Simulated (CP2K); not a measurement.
Silylallene has these distinct C atoms: C1 (bonded to C and 2 H), C2 (bonded to 2 C) and C3 (bonded to C, Si and H).

```xyz
10

C     2.2007    0.2791    0.0537
C     1.0195   -0.2166   -0.2222
C    -0.1827   -0.6774   -0.4709
Si   -1.7213    0.1383    0.2113
H     2.7607   -0.0503    0.9308
H     2.6635    1.0304   -0.5887
H    -0.2864   -1.5706   -1.0968
H    -2.9125   -0.6270   -0.2545
H    -1.7063    0.1479    1.7019
H    -1.8351    1.5463   -0.2646
```

Their partial C K spectra (CP2K XAS_TDP, all-electron GAPW, PBEh(45%), aug-pc-1, TDA, GW2X-corrected core level, no relativity) are given in random order, each times the number of alike atoms.

Gaussian full width 0.5 eV, oscillator strength per eV, alike atoms added, rows of zeros left out:

```
E (eV)  curve 1  curve 2  curve 3
285.75    0.000    0.000    0.002
286.00    0.000    0.001    0.026
286.25    0.000    0.012    0.071
286.50    0.001    0.072    0.049
286.75    0.013    0.118    0.009
287.00    0.064    0.104    0.000
287.25    0.080    0.115    0.000
287.50    0.025    0.050    0.000
287.75    0.002    0.006    0.000
288.00    0.000    0.000    0.002
288.25    0.002    0.000    0.005
288.50    0.004    0.000    0.004
288.75    0.002    0.000    0.002
289.00    0.000    0.000    0.005
289.25    0.001    0.000    0.004
289.50    0.003    0.000    0.004
289.75    0.005    0.000    0.013
290.00    0.002    0.000    0.028
290.25    0.006    0.000    0.042
290.50    0.026    0.000    0.027
290.75    0.033    0.000    0.009
291.00    0.016    0.000    0.008
291.25    0.006    0.001    0.013
291.50    0.006    0.003    0.020
291.75    0.007    0.003    0.031
292.00    0.010    0.003    0.028
292.25    0.014    0.002    0.020
292.50    0.024    0.003    0.010
292.75    0.032    0.004    0.005
293.00    0.020    0.007    0.004
293.25    0.007    0.006    0.004
293.50    0.004    0.007    0.005
293.75    0.003    0.008    0.007
294.00    0.005    0.007    0.009
294.25    0.008    0.006    0.014
294.50    0.010    0.004    0.016
```

Which curve belongs to which atom?

Curve 1: C1 (bonded to C and 2 H), leading line at 287.16 eV (f = 0.046 an atom), ionisation energy 291.72 eV, term value 4.56 eV. Curve 2: C2 (bonded to 2 C), leading line at 286.70 eV (f = 0.060 an atom), ionisation energy 292.26 eV, term value 5.56 eV. Curve 3: C3 (bonded to C, Si and H), leading line at 286.31 eV (f = 0.039 an atom), ionisation energy 291.12 eV, term value 4.81 eV. The leading line of an atom is its first one with 35 % of the strongest within 2.5 eV of its lowest line over the strength cut. A line lies at the core ionisation energy, which rises as an atom loses charge to its neighbours or to a π system, less the term value, which is large for a low π* or σ* orbital with weight on that atom.

[Banner, clock and machine lines of the logs are left out without a mark of their own.]

[Logs are printed without paths, hosts, clocks, repeated set-up lines and the standing remarks that a program may print on its own settings, such as how far it seeks lower states.]

[Hosts, paths, dates, database ids (printed as entryN), source tags and the programs' standing remarks are cut or masked in the printed files.]
